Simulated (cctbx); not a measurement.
# Diagnosing a refinement

Cell a = 5.0180 Å, b = 5.0180 Å, c = 8.1570 Å, α = 90.00°, β = 90.00°, γ = 120.00°; space group P6_3/mmc (no. 194). The compound is Hf2TiFe3.

Simulated single-crystal data (cctbx): Cu Kα, λ = 1.54184 Å, to d = 0.83 Å, 80 % of the full sphere, strongest reflection 20000 counts, noise from counting, a 2 % proportional error and a noise floor of 15 counts (s.d.); no absorption.

An anisotropic refinement with weights 1/σ² prints:

```text
Rint 0.022, 81 unique reflections to 0.83 A
cycle     R1     wR2    GooF  max shift (A)
   1  0.0218  0.0501   4.610   0.00036
   2  0.0125  0.0292   2.685   0.00000
final R1 0.0125 wR2 0.0292 GooF 2.685  parameters 9  data/parameter 9.0
atom        x        y        z      Ueq    occ   su(xyz)  su(Uiso or U11)
Hf1    0.33333  0.66667  0.06691   0.0055  1.000  0.00006  0.0003
Fe1    0.65976  0.82988  0.75000   0.0040  1.000  0.00033  0.0008
Ca1    0.00000  0.00000  0.00000   0.0024  1.000  0.00000  0.0009
difference map: max 1.50 min -0.61 rms 0.22
Q1    0.0000  0.0000  0.0000    2    1.52  0.00 A from Ca1
Q2    0.1247  0.2494  0.1683   12    0.47  1.48 A from Fe1
Q3    0.2033  0.4066  0.6875   12    0.42  0.59 A from Fe1
Q4    0.2571  0.5143  0.2500    6    0.39  1.63 A from Hf1
Q5    0.1952  0.5976  0.7500    6    0.34  1.23 A from Fe1
Q6    0.0709  0.5354  0.0416   12    0.31  1.16 A from Hf1
```

Q: Accept it or mend it, and why?

Mend it. The fault: wrong element: Ca1 is Ti. Against the right model at the same level, R1 goes from 0.0054 to 0.0125 and GooF from 0.98 to 2.69, U of Ca1 shrinks from 0.0076 to 0.0024 Å² and the top difference peak, 1.5 e/Å³, lies on Ca1. Ca1 has 2 electrons too few and its U shrinks to make up, as expected (near an absorption edge f′ can widen the mismatch well beyond the difference in Z).

The compound is Hf2TiFe3. The right model at the same level gives:

```text
Rint 0.022, 81 unique reflections to 0.83 A
cycle     R1     wR2    GooF  max shift (A)
   1  0.0125  0.0272   2.503   0.00018
   2  0.0054  0.0107   0.985   0.00000
final R1 0.0054 wR2 0.0107 GooF 0.985  parameters 9  data/parameter 9.0
atom        x        y        z      Ueq    occ   su(xyz)  su(Uiso or U11)
Hf1    0.33333  0.66667  0.06692   0.0055  1.000  0.00002  0.0001
Fe1    0.65968  0.82984  0.75000   0.0040  1.000  0.00012  0.0003
Ti1    0.00000  0.00000  0.00000   0.0076  1.000  0.00000  0.0003
difference map: max 0.46 min -0.43 rms 0.13
Q1    0.1278  0.2556  0.1804   12    0.49  1.45 A from Fe1
Q2    0.2542  0.5083  0.2500    6    0.44  1.64 A from Hf1
Q3    0.2063  0.4127  0.6802   12    0.40  0.65 A from Fe1
Q4    0.0812  0.1624  0.7500    6    0.38  0.77 A from Fe1
Q5    0.1309  0.5655  0.0332   12    0.32  0.92 A from Hf1
Q6    0.0984  0.1968  0.0331   12    0.30  0.90 A from Ti1
```

The model was made for the exercise: a known structure type with other elements put in, its volume estimated, not relaxed; displacement parameters are assumed.

[Middle refinement cycles are left out of these outputs.]

[Logs are printed without paths, hosts, clocks, repeated set-up lines and the standing remarks that a program may print on its own settings, such as how far it seeks lower states.]
